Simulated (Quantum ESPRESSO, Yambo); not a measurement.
An input for Yambo 5.3.0 (Si3N4 (Fd-3m)):

```
HF_and_locXC
gw0
dyson
ppa
em1d
rim_cut
RandQpts= 1000000
RandGvec= 1 RL
EXXRLvcs= 72 Ry
VXCRLvcs= 288 Ry
Chimod= "HARTREE"
% BndsRnXp
 1 | 206 |
%
NGsBlkXp= 9 Ry
% LongDrXp
 1 | 1 | 1 |
%
% GbndRnge
 1 | 206 |
%
DysSolver= "n"
ExtendOut
PPAPntXp= 27.21138 eV
% QPkrange
 1 | 8 | 29 | 35 |
%
GfnQPdb= "E < ./gw2/ndb.QP"
XfnQPdb= "E < ./gw2/ndb.QP"
```

```sh
OMP_NUM_THREADS=2 mpirun -n 8 yambo -F gw6.in -J gw6 -C gw6 > gw6.log
```

The stored states that it reads are on a 4×4×4 mesh. Symmetry: Fd-3m, No. 227, cubic system. The conventional cell has a = 7.787 Å, b = 7.787 Å, c = 7.787 Å, α = 90.00°, β = 90.00°, γ = 90.00°. Nearest to Si lie 6 N at 1.89 Å. Nearest to Si lie 4 N at 1.79 Å. Nearest to N lie 4 Si at 1.79 to 1.89 Å. Farther neighbours and most contacts between anions are not listed.

How long will it take on 8 MPI ranks of Arm Neoverse V2, shared host, and how much memory?

It took 9.4 min; on shared hardware allow 4.7 min to 19 min. Peak host memory was 7.4 GiB.

The screening grows as filled bands × empty bands × pairs of k points, times the square of the screening basis for the matrix.

[Paths, hosts, dates, memory and timing lines, banners, echoed tables and standing remarks are left out of the program output.]

[Logs are printed without paths, hosts, clocks, repeated set-up lines and the standing remarks that a program may print on its own settings, such as how far it seeks lower states.]

[Runs of the session that timed out or met a known fault of the program may be left out.]

[Hosts, paths, dates, database ids (printed as entryN), source tags and the programs' standing remarks are cut or masked in the printed files.]
